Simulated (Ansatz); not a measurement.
# Zr2CF2 monolayer: the cell at rest

Wanted: the relaxed cell of Zr2CF2 monolayer.

Main program and level: Ansatz 0.2.0; DFT PBE, scalar-relativistic, plane waves, PAW.

Most raw output is cut from this account.

## Step 1: Set-up

The cell holds 5 atoms: 1 C, 2 Zr and 2 F. Its edges and angles: a = 3.300 Å, b = 3.300 Å, c = 20.000 Å, α = 90.0°, β = 90.0°, γ = 120.0°. Vacuum lies along c.

Coordinates:

```cif
data_structure
_symmetry_space_group_name_H-M 'P 1'
_symmetry_Int_Tables_number 1
_cell_length_a 3.3000
_cell_length_b 3.3000
_cell_length_c 20.0000
_cell_angle_alpha 90.000
_cell_angle_beta 90.000
_cell_angle_gamma 120.000
_cell_volume 188.62
loop_
_atom_site_label
_atom_site_type_symbol
_atom_site_fract_x
_atom_site_fract_y
_atom_site_fract_z
_atom_site_occupancy
C1 C 0.00000 0.00000 0.50000 1
Zr2 Zr 0.33333 0.66667 0.56000 1
Zr3 Zr 0.66667 0.33333 0.44000 1
F4 F 0.66667 0.33333 0.61750 1
F5 F 0.33333 0.66667 0.38250 1
```

## Step 2: Probe on a coarse mesh

First a cheap look: the gap decides the mesh and the occupations, the pressure tells how far the cell has to move.

The program solves this slab on a cell height of its own, 33.2 Å, in place of the one typed.

File input.yaml:

```yaml
crystal:
  lattice:
    - [3.3, 0.0, 0.0]
    - [-1.65, 2.85788, 0.0]
    - [0.0, 0.0, 20.0]
  atoms:
    - { symbol: C, position: [0.0, 0.0, 0.5] }
    - { symbol: Zr, position: [0.333333, 0.666667, 0.56] }
    - { symbol: Zr, position: [0.666667, 0.333333, 0.44] }
    - { symbol: F, position: [0.666667, 0.333333, 0.6175] }
    - { symbol: F, position: [0.333333, 0.666667, 0.3825] }
  periodic: [true, true, false]
kpoints:
  mp_grid: { grid: [6, 6, 1] }
hamiltonian:
  xc: pbe
scf:
  occupations: { method: gaussian, width: 0.1 }
output:
  forces: true
  stress: true
  eigenvalues: true
```

Launch:

```sh
$ ansatz run input.yaml --threads 8 --pin off --max-ram 14336MiB --backend cpu --events-out ev --progress --plain --runs-dir out
```

The job ended after 1.4 s (8 threads of Intel Xeon 6975P-C (Granite Rapids), shared host; peak memory 0.74 GiB).

This step gave:

```
gap on the k-mesh : 0 eV
area per atom     : 1.886 Å²
```

The coarse mesh shows no gap.

## Step 3: Rough relaxation

A rough relaxation comes first, because large forces or stress need no tight tolerances yet.

The program solves this slab on a cell height of its own, 33.2 Å, in place of the one typed.

Edit input.yaml of step 2 so:

```diff
@@ -13,3 +13,3 @@
 kpoints:
-  mp_grid: { grid: [6, 6, 1] }
+  mp_grid: { grid: [9, 9, 1] }
 hamiltonian:
@@ -22 +22,6 @@
   eigenvalues: true
+relax:
+  adjacent_minimum: "off"
+  f_tol: 0.05
+  max_steps: 80
+  cell: { stress_2d_tol: 0.02 }
```

Elapsed: 16 s, on 8 threads; peak memory 0.96 GiB.

Relaxation path:

| step | energy less that of the first step (eV) | largest force component (eV/Å) | volume (Å³) |
| --- | --- | --- | --- |
| 1 | 0.0000 | 1.8907 | 313.11 |
| 2 | -0.3686 | 0.4735 | 313.81 |
| 3 | -0.3761 | 0.1226 | 315.78 |
| 4 | -0.3784 | 0.0198 | 314.26 |
| 5 | -0.3785 | 0.0059 | 314.19 |
| 6 | -0.3785 | 0.0004 | 314.12 |
| 7* | -0.3792 | 0.0003 | 314.12 |
| 8 | -0.3791 | 0.0001 | 314.21 |
| 9* | -0.3792 | 0.0001 | 314.21 |

Relaxation steps marked * repeat the geometry before them on a plane-wave basis chosen anew for their cell, so energy and pressure can jump there.

The run keeps the 12 symmetry operations that it works with, so distortions that break them were not tested.

```csv
cell as run,before,after,change
a (Å),3.300,3.306,+0.2 %
b (Å),3.300,3.306,+0.2 %
```

The atoms that moved most (Å, along periodic axes as changes of fractional coordinates times the final cell, across vacuum about the mean position):

| atom | dx | dy | dz | length |
| --- | --- | --- | --- | --- |
| F4 | 0.000 | 0.000 | 0.213 | 0.213 |
| F5 | 0.000 | 0.000 | -0.213 | 0.213 |
| Zr3 | 0.000 | 0.000 | -0.026 | 0.026 |
| Zr2 | 0.000 | 0.000 | 0.026 | 0.026 |

The relaxed structure:

```xyz
5
Lattice="3.3058 0.0000 0.0000 -1.6529 2.8629 0.0000 0.0000 0.0000 33.2000" Properties=species:S:1:pos:R:3
C     0.0000    0.0000   10.0000
Zr    0.0000    1.9086   11.2261
Zr    1.6529    0.9543    8.7739
F     1.6529    0.9543   12.5632
F     0.0000    1.9086    7.4368
```

Numbers from this step:

```yaml
area_per_atom: 1.893 Å²
```

The relaxation ends with a largest force component of 9.5e-5 eV/Å.

## Step 4: Relaxation

The cell and atoms are relaxed, since residual forces and stress would shift the frequencies.

File input.yaml:

```yaml
crystal:
  lattice:
    - [3.3057925778, 0.0, 0.0]
    - [-1.6528962889, 2.862900352, 0.0]
    - [0.0, 0.0, 33.2]
  atoms:
    - { symbol: C, position: [0.0, 0.0, 0.3012048193] }
    - { symbol: Zr, position: [0.3333333333, 0.6666666667, 0.338134802] }
    - { symbol: Zr, position: [0.6666666667, 0.3333333333, 0.2642748366] }
    - { symbol: F, position: [0.6666666667, 0.3333333333, 0.3784098198] }
    - { symbol: F, position: [0.3333333333, 0.6666666667, 0.2239998187] }
  periodic: [true, true, false]
kpoints:
  mp_grid: { grid: [12, 12, 1] }
hamiltonian:
  xc: pbe
scf:
  occupations: { method: gaussian, width: 0.1 }
output:
  forces: true
  stress: true
  eigenvalues: true
  write_density: true
  write_potential: true
  elf: true
  volumetric_format: npy
relax:
  adjacent_minimum: "off"
  f_tol: 0.005
  max_steps: 80
  cell: { stress_2d_tol: 0.02 }
```

It took 11 s on 8 threads; peak memory 0.99 GiB; 48 s of CPU time.

Little changed from the start: no atom moved by 0.005 Å and no cell edge by 0.1 %.

This step gave:

| Property | Result |
| --- | --- |
| area per atom | 1.891 Å² |

Electrostatic potential energy in the ac plane at fractional y = 0.333, with atoms of Zr and F within 0.2 Å of it. With pseudopotentials it is smooth inside the atoms' cores, unlike the true potential.

Values in eV, 24 rows by 14 columns, each cell a mean:
```
  0   0   0   0   0   0   0   0   0   0   0   0   0   0
  0   0   0   0   0   0   0   0   0   0   0   0   0   0
  0   0   0   0   0   0   0   0   0   0   0   0   0   0
  0   0   0   0   0   0   0   0   0   0   0   0   0   0
  0   0   0   0   0   0   0   0   0   0   0   0   0   0
  0   0   0   0   0   0   0   0   0   0   0   0   0   0
  0   0   0   0   0   0   0   0   0   0   0   0   0   0
  0   0   0   0   0   0   0   0   0   0   0   0   0   0
  0   0   0   0   0   0   0   0   0   0   0   0   0   0
  0   0   0   0   0   0   0   0   0   0   0   0   0   0
  0   0   0   0   0   0   0   0   0   0   0   0   0   0
  0   0   0   0   0   0   0   0   0   0   0   0   0   0
  0   0   0   0   0   0   0   0   0   0   0   0   0   0
  0   0   0   0   0   0   0   0   0   0   0   0   0   0
 -2  -2  -2  -2  -2  -2  -4 -13 -18 -20 -19 -17  -8  -2
-11 -14 -16 -15 -13 -10  -8 -10 -12 -13 -13 -11  -8  -8
 -7  -9 -10  -9  -8  -7  -6  -7  -8  -9  -8  -7  -7  -6
-11  -7  -5  -5  -8 -16 -26 -30 -31 -31 -31 -30 -29 -21
 -4  -3  -3  -3  -4  -6  -8 -11 -13 -14 -14 -12 -10  -7
  0   0   0   0   0   0   0  -1  -1  -1  -1  -1   0   0
  0   0   0   0   0   0   0   0   0   0   0   0   0   0
  0   0   0   0   0   0   0   0   0   0   0   0   0   0
  0   0   0   0   0   0   0   0   0   0   0   0   0   0
  0   0   0   0   0   0   0   0   0   0   0   0   0   0
```
Columns run along a (3.3 Å; values clipped at the 3rd and 97th percentile), rows up along c (33.2 Å). Atoms in or near the plane, at fractional coordinates: Zr at (0.67, 0.26), F at (0.67, 0.38).

Valence density in the ac plane at fractional y = 0.333, with atoms of Zr and F within 0.2 Å of it. It is the smooth field of the valence electrons, not physical close to the nuclei.

Ten steps, logarithmic in the rise over the least value, from '_' (0.00 × 1e0 e/Å³) to '@' (5.58 × 1e0 e/Å³), each cell a mean:
```
__________________________________
__________________________________
__________________________________
__________________________________
__________________________________
__________________________________
__________________________________
__________________________________
__________________________________
__________________________________
__________________________________
__________________________________
__________________________________
__________________________________
::..____....::--++##@@@@@@%%##++--
--==========----==++######**++==--
====++++======--------====------==
==----------==**##%%%%%%%%%%%%##++
::----------::::--==++++++====--::
__________________________________
__________________________________
__________________________________
__________________________________
__________________________________
```
Columns run along a (3.3 Å), rows up along c (33.2 Å). Atoms in or near the plane, at fractional coordinates: Zr at (0.67, 0.26), F at (0.67, 0.38).

ELF in the ac plane at fractional y = 0.333, with atoms of Zr and F within 0.2 Å of it. It is the smooth field of the valence electrons, not physical close to the nuclei.

Ten even steps from '0' (0.00) to '9' (0.74), each cell a mean:
```
00000000000000000
00000000000000000
00000000000000000
00000000000000000
00000000000000000
00000000000000000
00000000000000000
00000000000000000
00000000000000000
00000000000000000
00000000000000000
00000000000000000
00000000000000000
00000000011111000
30000146899899986
12333212455665532
56666554333333334
23443226998679984
24555321223333211
01111100000000000
00000000000000000
00000000000000000
00000000000000000
00000000000000000
```
Columns run along a (3.3 Å), rows up along c (33.2 Å). Atoms in or near the plane, at fractional coordinates: Zr at (0.67, 0.26), F at (0.67, 0.38).

## Step 5: Relaxing to small forces for the phonons

Phonons need a cell at rest on their own settings, so the relaxation is repeated with tight tolerances on forces and stress, using the mesh and the filling of the phonon run that follows.

input.yaml, the sections that differ from step 4:

```yaml
crystal:
  lattice:
    - [3.3040934324, 0.0, 0.0]
    - [-1.6520467162, 2.861428849, 0.0]
    - [0.0, 0.0, 33.2]
  atoms:
    - { symbol: C, position: [0.0, 0.0, 0.3012048193] }
    - { symbol: Zr, position: [0.3333333333, 0.6666666667, 0.3382843662] }
    - { symbol: Zr, position: [0.6666666667, 0.3333333333, 0.2641252724] }
    - { symbol: F, position: [0.6666666667, 0.3333333333, 0.3784007723] }
    - { symbol: F, position: [0.3333333333, 0.6666666667, 0.2240088663] }
  periodic: [true, true, false]
scf:
  occupations: { method: methfessel_paxton, width: 0.15 }
relax:
  adjacent_minimum: "off"
  f_tol: 0.001
  max_steps: 60
  cell: { stress_2d_tol: 0.002 }
# kpoints, hamiltonian, output: as in step 4
```

It took 11 s on 8 threads; peak memory 1 GiB.

Little changed from the start: no atom moved by 0.005 Å and no cell edge by 0.1 %.

Valence density in the ac plane at fractional y = 0.333, with atoms of Zr and F within 0.2 Å of it. It is the smooth field of the valence electrons, not physical close to the nuclei.

Values in units of 1e0 e/Å³, 24 rows by 14 columns, each cell a mean:
```
0.0 0.0 0.0 0.0 0.0 0.0 0.0 0.0 0.0 0.0 0.0 0.0 0.0 0.0
0.0 0.0 0.0 0.0 0.0 0.0 0.0 0.0 0.0 0.0 0.0 0.0 0.0 0.0
0.0 0.0 0.0 0.0 0.0 0.0 0.0 0.0 0.0 0.0 0.0 0.0 0.0 0.0
0.0 0.0 0.0 0.0 0.0 0.0 0.0 0.0 0.0 0.0 0.0 0.0 0.0 0.0
0.0 0.0 0.0 0.0 0.0 0.0 0.0 0.0 0.0 0.0 0.0 0.0 0.0 0.0
0.0 0.0 0.0 0.0 0.0 0.0 0.0 0.0 0.0 0.0 0.0 0.0 0.0 0.0
0.0 0.0 0.0 0.0 0.0 0.0 0.0 0.0 0.0 0.0 0.0 0.0 0.0 0.0
0.0 0.0 0.0 0.0 0.0 0.0 0.0 0.0 0.0 0.0 0.0 0.0 0.0 0.0
0.0 0.0 0.0 0.0 0.0 0.0 0.0 0.0 0.0 0.0 0.0 0.0 0.0 0.0
0.0 0.0 0.0 0.0 0.0 0.0 0.0 0.0 0.0 0.0 0.0 0.0 0.0 0.0
0.0 0.0 0.0 0.0 0.0 0.0 0.0 0.0 0.0 0.0 0.0 0.0 0.0 0.0
0.0 0.0 0.0 0.0 0.0 0.0 0.0 0.0 0.0 0.0 0.0 0.0 0.0 0.0
0.0 0.0 0.0 0.0 0.0 0.0 0.0 0.0 0.0 0.0 0.0 0.0 0.0 0.0
0.0 0.0 0.0 0.0 0.0 0.0 0.0 0.0 0.0 0.0 0.0 0.0 0.0 0.0
0.1 0.0 0.0 0.0 0.1 0.2 0.5 1.4 3.5 5.4 4.7 2.4 0.8 0.3
0.3 0.4 0.4 0.4 0.3 0.3 0.3 0.6 1.3 1.9 1.6 0.9 0.4 0.3
0.4 0.5 0.5 0.5 0.4 0.3 0.3 0.3 0.3 0.3 0.3 0.3 0.3 0.3
0.3 0.2 0.2 0.2 0.3 0.5 1.3 2.5 3.3 3.4 3.4 3.0 1.9 0.8
0.2 0.2 0.2 0.2 0.2 0.2 0.2 0.3 0.5 0.6 0.6 0.4 0.2 0.2
0.0 0.0 0.0 0.0 0.0 0.0 0.0 0.0 0.0 0.0 0.0 0.0 0.0 0.0
0.0 0.0 0.0 0.0 0.0 0.0 0.0 0.0 0.0 0.0 0.0 0.0 0.0 0.0
0.0 0.0 0.0 0.0 0.0 0.0 0.0 0.0 0.0 0.0 0.0 0.0 0.0 0.0
0.0 0.0 0.0 0.0 0.0 0.0 0.0 0.0 0.0 0.0 0.0 0.0 0.0 0.0
0.0 0.0 0.0 0.0 0.0 0.0 0.0 0.0 0.0 0.0 0.0 0.0 0.0 0.0
```
Columns run along a (3.3 Å), rows up along c (33.2 Å). Atoms in or near the plane, at fractional coordinates: Zr at (0.67, 0.26), F at (0.67, 0.38).

ELF in the ac plane at fractional y = 0.333, with atoms of Zr and F within 0.2 Å of it. It is the smooth field of the valence electrons, not physical close to the nuclei.

Ten even steps from '0' (0.00) to '9' (0.74), each cell a mean:
```
00000000000000000
00000000000000000
00000000000000000
00000000000000000
00000000000000000
00000000000000000
00000000000000000
00000000000000000
00000000000000000
00000000000000000
00000000000000000
00000000000000000
00000000000000000
00000000011111000
30000146899899986
12333212455665532
56666554333333334
23443226998679984
24555321223333211
01111100000000000
00000000000000000
00000000000000000
00000000000000000
00000000000000000
```
Columns run along a (3.3 Å), rows up along c (33.2 Å). Atoms in or near the plane, at fractional coordinates: Zr at (0.67, 0.26), F at (0.67, 0.38).

Electrostatic potential energy in the ac plane at fractional y = 0.333, with atoms of Zr and F within 0.2 Å of it. With pseudopotentials it is smooth inside the atoms' cores, unlike the true potential.

Ten even steps from '0' (-31 eV) to '9' (0 eV), each cell a mean:
```
99999999999999999
99999999999999999
99999999999999999
99999999999999999
99999999999999999
99999999999999999
99999999999999999
99999999999999999
99999999999999999
99999999999999999
99999999999999999
99999999999999999
99999999999999999
99999999999999999
99999999743334589
65545567765556677
77667777777777777
67888752000000003
88998887665555678
99999999999999999
99999999999999999
99999999999999999
99999999999999999
99999999999999999
```
Columns run along a (3.3 Å; values clipped at the 3rd and 97th percentile), rows up along c (33.2 Å). Atoms in or near the plane, at fractional coordinates: Zr at (0.67, 0.26), F at (0.67, 0.38).

The largest force component left is 0.061 meV/Å, within the tolerances set.

## Step 6: Outcome

```yaml
space_group_after_relaxation_within_0p01_a: P-3m1
lattice_constant_a: 3.304 Å
lattice_constant_b: 3.304 Å
area_per_atom: 1.89 Å²
```

In words: The largest force component left is 0.061 meV/Å, within the tolerances set. The relaxation keeps the symmetry of its start, so it says nothing on stability against lower symmetry. The starting cell was built on a prototype and not taken from a measurement.

[Logs are printed without paths, hosts, clocks, repeated set-up lines and the standing remarks that a program may print on its own settings, such as how far it seeks lower states.]

[Hosts, paths, dates, database ids (printed as entryN), source tags and the programs' standing remarks are cut or masked in the printed files.]
